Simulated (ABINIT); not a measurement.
# Ba2C (Fm-3m): phonons by linear response, part 3 of 3

How does Ba2C (Fm-3m) vibrate, and is this structure a minimum?

ABINIT 10.8.3; DFT PBE, scalar-relativistic, plane waves, PseudoDojo stringent norm-conserving pseudopotentials.

So far. Step 7 (Zone-centre response): The acoustic modes at Γ come out as far as 2.3 cm⁻¹ from zero, where they should vanish, a small numerical error. Step 8 (Modes with the sum rule): The rule moves no optical mode by more than 0.1 cm⁻¹. The relaxed cell has a = 7.037 Å (conventional setting).

The structure was built from a prototype and need not be the compound's stable phase.

In doubt: a PseudoDojo file used here is known to give poor structures and forces, so the values of those runs are not to be relied on.

## (9) Phonons on a q mesh

Linear response treats each wavevector in the unit cell, with no supercell; the 2×2×2 mesh fixes the range of the force constants to be had.

dfpt_q.abi

```
ndtset 2

# wavevectors
qpt1 0.5 0.0 0.0
qpt2 0.5 0.5 0.0

# displacements
getwfk_filepath "gso_WFK"
getwfq_filepath "gso_WFK"
kptopt 3
nqpt 1
rfphon 1
rfatpol 1 3
rfdir 1 1 1
tolvrs 1.0d-10
prtwf 0

# basis, mesh and filling
ecut 37.0
ngkpt 6 6 6
nshiftk 1
shiftk 0.0 0.0 0.0
istwfk *1
occopt 7
tsmear 0.01
nband 19
nstep 100
diemac 1000000.0
prtebands 0
prtgsr 0
useylm 1

# cell and atoms
acell 3*1.0 Angstrom
rprim 
    0.0 3.518530503 3.518530503
    3.518530503 0.0 3.518530503
    3.518530503 3.518530503 0.0
ntypat 2
znucl 56 6
natom 3
typat 1 1 2
xred 
    0.25 0.25 0.25
    0.75 0.75 0.75
    0.0 0.0 0.0
pp_dirpath "./pseudo"
pseudos "Ba.upf, C.upf"
```

Started as:

```sh
> OMP_NUM_THREADS=1 mpirun -n 4 abinit dfpt_q.abi > dfpt_q.log
```

Numbers of over 12 decimals in the logs are rounded to 6 here.

dfpt_q.abo, the main output file:

```text
[banners, grids, parts of the stress and lines that vanish by symmetry left out]
- input  file    -> dfpt_q.abi
- output file    -> dfpt_q.abo
- root for input  files -> dfpt_qi
[...]
DATASET    1 : space group Fm -3 m (#225); Bravais cF (face-center cubic)
[...]
nfft =      157464          nkpt =         216
[...]
DATASET    2 : space group Fm -3 m (#225); Bravais cF (face-center cubic)
[...]
nfft =      157464          nkpt =         216
[...]
== DATASET  1 ==================================================================
[...]
cutoff_energies: {ecut:  37.0, pawecutdg:  -1.0, }
[...]
Perturbation : displacement of atom   1   along direction   1
[...]
-ETOT  1   22.055885436126     -1.280E+03 1.907E+00 2.963E+05
 ETOT  2   81.578765457058      5.952E+01 6.418E-01 8.355E+05
 ETOT  3   4.387938     -7.719E+01 3.239E-01 2.374E+04
 ETOT  4   2.599835     -1.788E+00 2.430E-01 5.602E+02
 ETOT  5   2.563551     -3.628E-02 1.267E-01 1.497E+01
[...]
At SCF step   18       vres2   =  7.90E-12 < tolvrs=  1.00E-10 =>converged.
[...]
Perturbation : displacement of atom   1   along direction   2
[...]
-ETOT  1   3.744042     -1.189E+03 1.999E+00 2.561E+03
[...]
At SCF step   17       vres2   =  3.69E-11 < tolvrs=  1.00E-10 =>converged.
[...]
Perturbation : displacement of atom   3   along direction   1
[...]
-ETOT  1   12.365274607208     -1.247E+03 1.386E+00 2.001E+05
[...]
At SCF step   19       vres2   =  8.18E-12 < tolvrs=  1.00E-10 =>converged.
[...]
Perturbation : displacement of atom   3   along direction   2
[...]
-ETOT  1   4.438386     -1.237E+03 1.206E+00 2.020E+04
[...]
At SCF step   18       vres2   =  8.90E-12 < tolvrs=  1.00E-10 =>converged.
[...]
Phonon wavevector (reduced coordinates) :  0.50000  0.00000  0.00000
 Phonon energies in Hartree :
[...]
Phonon frequencies in cm-1    :
-  6.329313E+01  6.329313E+01  6.618196E+01  7.544674E+01  7.544674E+01
-  8.331382E+01  1.631971E+02  1.631971E+02  2.403001E+02
[...]
== DATASET  2 ==================================================================
[...]
cutoff_energies: {ecut:  37.0, pawecutdg:  -1.0, }
[...]
Perturbation : displacement of atom   1   along direction   1
[...]
-ETOT  1   20.474548693858     -1.243E+03 2.355E+00 2.137E+05
[...]
At SCF step   20       vres2   =  7.08E-11 < tolvrs=  1.00E-10 =>converged.
[...]
Perturbation : displacement of atom   3   along direction   1
[...]
-ETOT  1   10.532691286772     -1.243E+03 1.298E+00 1.246E+05
[...]
ETOT 17   1.893913      2.137E-11 9.894E-06 3.860E-10
 ETOT 18   1.893913      8.185E-12 1.904E-05 7.540E-11
 At SCF step   18       vres2   =  7.54E-11 < tolvrs=  1.00E-10 =>converged.
[...]
Phonon wavevector (reduced coordinates) :  0.50000  0.50000  0.00000
 Phonon energies in Hartree :
[...]
Phonon frequencies in cm-1    :
- -3.685557E+01  2.748499E+01  2.748499E+01  6.117484E+01  6.117484E+01
-  9.835930E+01  9.835930E+01  1.114704E+02  2.977788E+02
[...]
strten1     0.0000000000E+00  0.0000000000E+00  0.0000000000E+00
           strten2     0.0000000000E+00  0.0000000000E+00  0.0000000000E+00
================================================================================
```

It took 35 min on 4 MPI ranks of Arm Neoverse V2, shared host.

Numbers from this step:

```
lowest mode on the q mesh (acoustic ones at the zone centre apart) : -36.86 cm⁻¹
```

Frequencies (cm⁻¹) before the sum rule at the irreducible wavevectors but Γ, which is solved apart; negative means imaginary. Frequencies by wavevector:

```tsv
q (fractions)	star	mode 1	mode 2	mode 3	mode 4	mode 5	mode 6	mode 7	mode 8	mode 9
0.5 0 0	4	63.29	63.29	66.18	75.45	75.45	83.31	163.2	163.2	240.3
0.5 0.5 0	3	-36.86	27.48	27.48	61.17	61.17	98.36	98.36	111.5	297.8
```

## (10) Dispersion

anaddb transforms the dynamical matrices to force constants and back along the path; points of the mesh come back as solved, but for the sum rule and, in polar crystals, the LO-TO term at Γ; the rest is interpolation.

anaddb.abi

```
ddb_filepath "all_DDB"
output_file "anaddb.abo"
outdata_prefix "anaddb"
ifcflag 1
ngqpt 2 2 2
nqshft 1
q1shft 0.0 0.0 0.0
asr 1
chneut 0
dipdip 0
dipquad 0
quadquad 0
enunit 0
eivec 0
nph1l 62
qph1l 
    0.0 0.0 0.0 1.0
    0.05 0.0 0.05 1.0
    0.1 0.0 0.1 1.0
    0.15 0.0 0.15 1.0
    0.2 0.0 0.2 1.0
    0.25 0.0 0.25 1.0
    0.3 0.0 0.3 1.0
    0.35 0.0 0.35 1.0
    0.4 0.0 0.4 1.0
    0.45 0.0 0.45 1.0
    0.5 0.0 0.5 1.0
    0.5125 0.025 0.5125 1.0
    0.525 0.05 0.525 1.0
    0.5375 0.075 0.5375 1.0
    0.55 0.1 0.55 1.0
    0.5625 0.125 0.5625 1.0
    0.575 0.15 0.575 1.0
    0.5875 0.175 0.5875 1.0
    0.6 0.2 0.6 1.0
    0.6125 0.225 0.6125 1.0
    0.625 0.25 0.625 1.0
    0.375 0.375 0.75 1.0
    0.3375 0.3375 0.675 1.0
    0.3 0.3 0.6 1.0
    0.2625 0.2625 0.525 1.0
    0.225 0.225 0.45 1.0
    0.1875 0.1875 0.375 1.0
    0.15 0.15 0.3 1.0
    0.1125 0.1125 0.225 1.0
    0.075 0.075 0.15 1.0
    0.0375 0.0375 0.075 1.0
    0.0 0.0 0.0 1.0
    0.05 0.05 0.05 1.0
    0.1 0.1 0.1 1.0
    0.15 0.15 0.15 1.0
    0.2 0.2 0.2 1.0
    0.25 0.25 0.25 1.0
    0.3 0.3 0.3 1.0
    0.35 0.35 0.35 1.0
    0.4 0.4 0.4 1.0
    0.45 0.45 0.45 1.0
    0.5 0.5 0.5 1.0
    0.5 0.475 0.525 1.0
    0.5 0.45 0.55 1.0
    0.5 0.425 0.575 1.0
    0.5 0.4 0.6 1.0
    0.5 0.375 0.625 1.0
    0.5 0.35 0.65 1.0
    0.5 0.325 0.675 1.0
    0.5 0.3 0.7 1.0
    0.5 0.275 0.725 1.0
    0.5 0.25 0.75 1.0
    0.5 0.225 0.725 1.0
    0.5 0.2 0.7 1.0
    0.5 0.175 0.675 1.0
    0.5 0.15 0.65 1.0
    0.5 0.125 0.625 1.0
    0.5 0.1 0.6 1.0
    0.5 0.075 0.575 1.0
    0.5 0.05 0.55 1.0
    0.5 0.025 0.525 1.0
    0.5 0.0 0.5 1.0
```

mrgddb.in

```
all_DDB
merged
3
dfpt_gammao_DDB
dfpt_qo_DS1_DDB
dfpt_qo_DS2_DDB
```

Started as:

```sh
> mrgddb < mrgddb.in > mrgddb.log
> OMP_NUM_THREADS=1 anaddb anaddb.abi > anaddb.log
```

anaddb.abo, the main output file:

```text
[banners, grids, parts of the stress and lines that vanish by symmetry left out]
-outvars_anaddb: echo values of input variables ----------------------

 Flags :
[...]
Phonon wavevector (reduced coordinates) :  0.00000  0.00000  0.00000
 Phonon energies in Hartree :
[...]
Phonon frequencies in cm-1    :
-  0.000000E+00  0.000000E+00  0.000000E+00  7.217019E+01  7.217019E+01
-  7.217019E+01  1.965552E+02  1.965552E+02  1.965552E+02
[...]
Phonon wavevector (reduced coordinates) :  0.05000  0.00000  0.05000
 Phonon energies in Hartree :
[...]
Phonon frequencies in cm-1    :
-  5.154585E+00  5.154585E+00  1.961405E+01  7.123906E+01  7.278799E+01
-  7.278799E+01  1.947456E+02  1.947456E+02  1.997118E+02
[...]
Phonon wavevector (reduced coordinates) :  0.10000  0.00000  0.10000
 Phonon energies in Hartree :
[...]
Phonon frequencies in cm-1    :
-  9.807231E+00  9.807231E+00  3.827742E+01  6.840857E+01  7.448815E+01
-  7.448815E+01  1.893397E+02  1.893397E+02  2.086151E+02
[...]
Phonon wavevector (reduced coordinates) :  0.15000  0.00000  0.15000
 Phonon energies in Hartree :
[...]
Phonon frequencies in cm-1    :
-  1.352140E+01  1.352140E+01  5.527803E+01  6.356997E+01  7.687113E+01
-  7.687113E+01  1.804239E+02  1.804239E+02  2.217747E+02
[...]
Phonon wavevector (reduced coordinates) :  0.20000  0.00000  0.20000
 Phonon energies in Hartree :
[...]
Phonon frequencies in cm-1    :
-  1.599949E+01  1.599949E+01  5.653922E+01  7.020814E+01  7.942218E+01
-  7.942218E+01  1.682053E+02  1.682053E+02  2.372631E+02
  Phonon wavevector (reduced coordinates) :  0.25000  0.00000  0.25000
 Phonon energies in Hartree :
[...]
Phonon frequencies in cm-1    :
-  1.718263E+01  1.718263E+01  4.699732E+01  8.161162E+01  8.161162E+01
-  8.288159E+01  1.531176E+02  1.531176E+02  2.531921E+02
  Phonon wavevector (reduced coordinates) :  0.30000  0.00000  0.30000
 Phonon energies in Hartree :
[...]
Phonon frequencies in cm-1    :
-  1.741989E+01  1.741989E+01  3.415108E+01  8.285732E+01  8.285732E+01
-  9.322969E+01  1.360338E+02  1.360338E+02  2.679933E+02
  Phonon wavevector (reduced coordinates) :  0.35000  0.00000  0.35000
 Phonon energies in Hartree :
[...]
Phonon frequencies in cm-1    :
-  1.338338E+01  1.773496E+01  1.773496E+01  8.212647E+01  8.212647E+01
-  1.012401E+02  1.188215E+02  1.188215E+02  2.805002E+02
  Phonon wavevector (reduced coordinates) :  0.40000  0.00000  0.40000
 Phonon energies in Hartree :
[...]
Phonon frequencies in cm-1    :
- -2.521689E+01  1.978974E+01  1.978974E+01  7.697112E+01  7.697112E+01
-  1.055311E+02  1.055311E+02  1.069292E+02  2.899161E+02
  Phonon wavevector (reduced coordinates) :  0.45000  0.00000  0.45000
 Phonon energies in Hartree :
[...]
Phonon frequencies in cm-1    :
- -3.426203E+01  2.425354E+01  2.425354E+01  6.691167E+01  6.691167E+01
-  9.961427E+01  9.961427E+01  1.103255E+02  2.957428E+02
  Phonon wavevector (reduced coordinates) :  0.50000  0.00000  0.50000
 Phonon energies in Hartree :
[...]
Phonon frequencies in cm-1    :
- -3.690441E+01  2.741937E+01  2.741937E+01  6.094350E+01  6.094350E+01
-  9.828527E+01  9.828527E+01  1.114543E+02  2.977130E+02
  Phonon wavevector (reduced coordinates) :  0.51250  0.02500  0.51250
 Phonon energies in Hartree :
[...]
Phonon frequencies in cm-1    :
- -3.676890E+01  2.758560E+01  2.765631E+01  6.145953E+01  6.204118E+01
-  9.833471E+01  9.861468E+01  1.114214E+02  2.973008E+02
  Phonon wavevector (reduced coordinates) :  0.52500  0.05000  0.52500
 Phonon energies in Hartree :
[...]
Phonon frequencies in cm-1    :
- -3.636166E+01  2.807664E+01  2.835171E+01  6.296076E+01  6.506140E+01
-  9.849114E+01  9.967179E+01  1.113312E+02  2.960685E+02
  Phonon wavevector (reduced coordinates) :  0.53750  0.07500  0.53750
 Phonon energies in Hartree :
[...]
Phonon frequencies in cm-1    :
- -3.568047E+01  2.887083E+01  2.946295E+01  6.531403E+01  6.927909E+01
-  9.878106E+01  1.016549E+02  1.112225E+02  2.940289E+02
[...]
Phonon wavevector (reduced coordinates) :  0.50000  0.47500  0.52500
 Phonon energies in Hartree :
[...]
Phonon frequencies in cm-1    :
-  6.143890E+01  6.176838E+01  6.493672E+01  7.595313E+01  7.773811E+01
-  8.394748E+01  1.620716E+02  1.646749E+02  2.393912E+02
  Phonon wavevector (reduced coordinates) :  0.50000  0.45000  0.55000
 Phonon energies in Hartree :
[...]
Phonon frequencies in cm-1    :
-  5.680605E+01  5.716287E+01  6.459303E+01  7.627551E+01  8.184275E+01
-  8.600013E+01  1.589615E+02  1.692252E+02  2.370805E+02
  Phonon wavevector (reduced coordinates) :  0.50000  0.42500  0.57500
 Phonon energies in Hartree :
[...]
Phonon frequencies in cm-1    :
-  5.058889E+01  5.171471E+01  6.468597E+01  7.563668E+01  8.590531E+01
-  8.897073E+01  1.535235E+02  1.760795E+02  2.337629E+02
  Phonon wavevector (reduced coordinates) :  0.50000  0.40000  0.60000
 Phonon energies in Hartree :
[...]
Phonon frequencies in cm-1    :
-  4.379817E+01  4.558599E+01  6.488644E+01  7.435610E+01  8.946017E+01
-  9.213356E+01  1.455780E+02  1.843560E+02  2.300786E+02
  Phonon wavevector (reduced coordinates) :  0.50000  0.37500  0.62500
 Phonon energies in Hartree :
[...]
Phonon frequencies in cm-1    :
-  3.657805E+01  3.898242E+01  6.513363E+01  7.275644E+01  9.217509E+01
-  9.509077E+01  1.353072E+02  1.931194E+02  2.266202E+02
  Phonon wavevector (reduced coordinates) :  0.50000  0.35000  0.65000
 Phonon energies in Hartree :
[...]
Phonon frequencies in cm-1    :
-  2.895417E+01  3.203804E+01  6.540091E+01  7.107251E+01  9.338540E+01
-  9.765470E+01  1.237610E+02  2.015048E+02  2.237604E+02
[...]
Phonon wavevector (reduced coordinates) :  0.50000  0.02500  0.52500
 Phonon energies in Hartree :
[...]
Phonon frequencies in cm-1    :
- -3.663365E+01  2.731084E+01  2.831992E+01  6.120202E+01  6.379661E+01
-  9.837650E+01  9.899337E+01  1.113876E+02  2.968882E+02
  Phonon wavevector (reduced coordinates) :  0.50000  0.00000  0.50000
 Phonon energies in Hartree :
[...]
Phonon frequencies in cm-1    :
- -3.690441E+01  2.741937E+01  2.741937E+01  6.094350E+01  6.094350E+01
-  9.828527E+01  9.828527E+01  1.114543E+02  2.977130E+02
-
```

It took 0.52 s on 1 thread.

This step gave:

```
lowest frequency on the path : -36.90 cm⁻¹
```

Anaddb. Phonon branches along the path, in cm⁻¹:

```tsv
point	branch 1	branch 2	branch 3	branch 4	branch 5	branch 6	branch 7	branch 8	branch 9
Γ	0	0	0	72	72	72	197	197	197
halfway	17	17	47	82	82	83	153	153	253
X	-37	27	27	61	61	98	98	112	298
halfway	-34	31	33	72	78	100	108	113	288
U	-22	40	44	84	85	106	113	153	260
jump to K	-22	40	44	84	85	106	113	153	260
halfway	25	63	64	66	68	86	176	178	222
Γ	0	0	0	72	72	72	197	197	197
halfway	46	46	50	73	73	76	181	181	219
L	63	63	66	75	75	83	163	163	240
halfway	37	39	65	73	92	95	135	193	227
W	-10	8	67	67	72	102	108	219	219
halfway	-30	24	44	66	80	100	110	137	277
X	-37	27	27	61	61	98	98	112	298
```

The phonon branches as a text plot (rows in cm⁻¹):

```
    291 |         ******                                      ***
    277 |        *      *
    263 |       *        **                                 **
    249 |      *
    235 |    **            *                  ********     *
    221 |   *               *  ***          **        *****
    207 |  *                 **   ***    ***           **  *
    193 |***                ***   *********           *
    179 |   *              *   *****       ***      **
    165 |    **                *              ******        *
    151 |      *          *  **                     **       *
    137 |       *        *  *                         *
    123 |        *      *  *                           *      *
    109 |         **********                            *********
     96 |       **  ****    ****                    *************
     82 |   ********   ******** *****      **********    *  ***
     68 |******     ****     ************************************
     54 |   ****           ***** *          ***    **       **
     40 |  *    *       ****      **      ***        **       *
     26 | *       ******    ******  *    **            **   *****
     12 | ********                ****  *                ***
     -2 |*                 *          **                 *
    -16 |                 *                               **
    -30 |         ********                                  *****
         Γ           X  U|K            Γ         L        W     X
```

The path dips to 37i cm⁻¹.

## (11) Sums over the zone

Sums over the zone need many more wavevectors than were solved, so the interpolation is sampled on a dense mesh.

anaddb.abi

```
ddb_filepath "all_DDB"
output_file "anaddb.abo"
outdata_prefix "anaddb"
ifcflag 1
ngqpt 2 2 2
nqshft 1
q1shft 0.0 0.0 0.0
asr 1
chneut 0
dipdip 0
dipquad 0
quadquad 0
prtdos 2
ng2qpt 11 11 11
dosdeltae 4.5563e-06
ntemper 11
temperinc 100.0
tempermin 0.0
```

Started as:

```sh
> OMP_NUM_THREADS=1 anaddb anaddb.abi > anaddb.log
```

anaddb.abo, the main output file:

```text
-outvars_anaddb: echo values of input variables ----------------------

 Flags :
     ifcflag         1
 Miscellaneous information :
         asr         1
      chneut         0
 Interatomic Force Constants Inputs :
      dipdip         0
     dipquad         0
    quadquad         0
      ifcana         0
      ifcout         0
 Description of grid 1 :
        brav         1
       ngqpt         2         2         2
      nqshft         1
      q1shft
                     0.00000000E+00  0.00000000E+00  0.00000000E+00
 Phonon DOS information :
   dosdeltae  4.55630000E-06
    dossmear  4.55633525E-06
 Description of grid 2 (Fourier interp. or BZ sampling):
      ng2qpt        11        11        11
      ngrids         4
      q2shft         0.00000000E+00  0.00000000E+00  0.00000000E+00

================================================================================

 read the DDB information and perform some checks

  ==== Info on the Cryst% object ====
 Real(R)+Recip(G) space primitive vectors, cartesian coordinates (Bohr,Bohr^-1):
 R(1)=  0.0000000  6.6490590  6.6490590  G(1)= -0.0751986  0.0751986  0.0751986
 R(2)=  6.6490590  0.0000000  6.6490590  G(2)=  0.0751986 -0.0751986  0.0751986
 R(3)=  6.6490590  6.6490590  0.0000000  G(3)=  0.0751986  0.0751986 -0.0751986
 Unit cell volume ucvol=  5.8790961E+02 bohr^3
 Angles (23,13,12)=  6.00000000E+01  6.00000000E+01  6.00000000E+01 degrees
 Time-reversal symmetry is present
 Reduced atomic positions [iatom, xred, symbol]:
    1)    0.2500000  0.2500000  0.2500000  Ba
    2)    0.7500000  0.7500000  0.7500000  Ba
    3)    0.0000000  0.0000000  0.0000000   C

 DDB file with 3 blocks has been read.

================================================================================

 Calculation of the interatomic forces

       Homogeneous q point set in the B.Z.
 Grid q points  :        8
  1)   0.00000000E+00  0.00000000E+00  0.00000000E+00
  2)   5.00000000E-01  0.00000000E+00  0.00000000E+00
  3)   0.00000000E+00  5.00000000E-01  0.00000000E+00
  4)   5.00000000E-01  5.00000000E-01  0.00000000E+00
  5)   0.00000000E+00  0.00000000E+00  5.00000000E-01
  6)   5.00000000E-01  0.00000000E+00  5.00000000E-01
  7)   0.00000000E+00  5.00000000E-01  5.00000000E-01
  8)   5.00000000E-01  5.00000000E-01  5.00000000E-01

 The interatomic forces have been obtained

================================================================================

 Calculation of phonon density of states

 Average speed of sound partial sums:     0.1039026191E-02 (at units)
-                                   =           2.2731 [km/s]

 Debye frequency from partial sums:     0.4834370865E-03 (Ha)
-                                 =     0.3180863225E+01 (THz)
-Debye temperature from partial sums:     0.1526573580E+03 (K)

 Average speed of sound:     0.2029260150E-04 (at units)
-                      =           0.0444 [km/s]

 Debye frequency from DOS:     0.9441721719E-05 (Ha)
-                        =     0.6212354457E-01 (THz)
-Debye temperature from DOS:     0.2981459910E+01 (K)

-
```

The job ended after 0.64 s (1 thread).

Numbers from this step:

```yaml
share_of_modes_beyond_3i_cm_minus1_on_the_dense_interpolated_mesh: 0.0184
```

The phonon density of states has structure finer than the step of the table below, so its rows give means over 20 cm⁻¹, whole bins alone (the curve runs from -66.9 to 327 cm⁻¹). Peaks (cm⁻¹: height): 27.1: 0.0723, 61.1: 0.0804, 77.1: 0.140, 101.1: 0.0744, 177.1: 0.0438, 233.1: 0.0447.

Tetrahedra. The phonon density of states by wavenumber; means over each step:

wavenumber (cm⁻¹), phonon density of states (1/cm⁻¹/cell) and a bar:
```
      -40      0.001 
      -20      0.006 #
        0      0.006 ##
       20      0.033 #########
       40      0.055 ###############
       60      0.054 ###############
       80      0.108 ##############################
      100      0.040 ###########
      120      0.017 #####
      140      0.017 #####
      160      0.024 ######
      180      0.033 #########
      200      0.007 ##
      220      0.012 ###
      240      0.024 #######
      260      0.008 ##
      280      0.004 #
      300      0.000
```

## (12) Summary of results

```json
{"space group after relaxation": "Fm-3m", "volume per atom": "29.0 Å³", "highest optical zone-centre mode (no LO-TO term)": "196.6 cm⁻¹", "lowest optical zone-centre mode": "72.2 cm⁻¹", "q mesh": "2×2×2", "lowest mode on the q mesh (acoustic ones at the zone centre apart)": "-36.9 cm⁻¹", "imaginary modes on the q mesh": "yes"}
```

Ba2C (Fm-3m) is unstable: a mode solved on the 2×2×2 mesh is imaginary, 37i cm⁻¹; its spectrum reaches 298 cm⁻¹. At the PBE level the optical modes of Ba2C (Fm-3m) at the zone centre run from 72 to 197 cm⁻¹. The most unstable solved mode lies at q = (0.5, 0.5, 0), on the zone boundary, so the distortion that it points to doubles the cell. These are harmonic frequencies at zero temperature: anharmonic shifts and linewidths and thermal expansion are left out. Spin-orbit coupling is left out, which can matter for the heavy elements here. In a metal the frequencies hang on the k mesh and the smearing, most of all near Kohn anomalies. The structure is a hypothetical one, built on a prototype.

[Host names and launcher messages were left out of these logs when they were recorded.]

[Logs are printed without paths, hosts, clocks, repeated set-up lines and the standing remarks that a program may print on its own settings, such as how far it seeks lower states.]

[Hosts, paths, dates, database ids (printed as entryN), source tags and the programs' standing remarks are cut or masked in the printed files.]
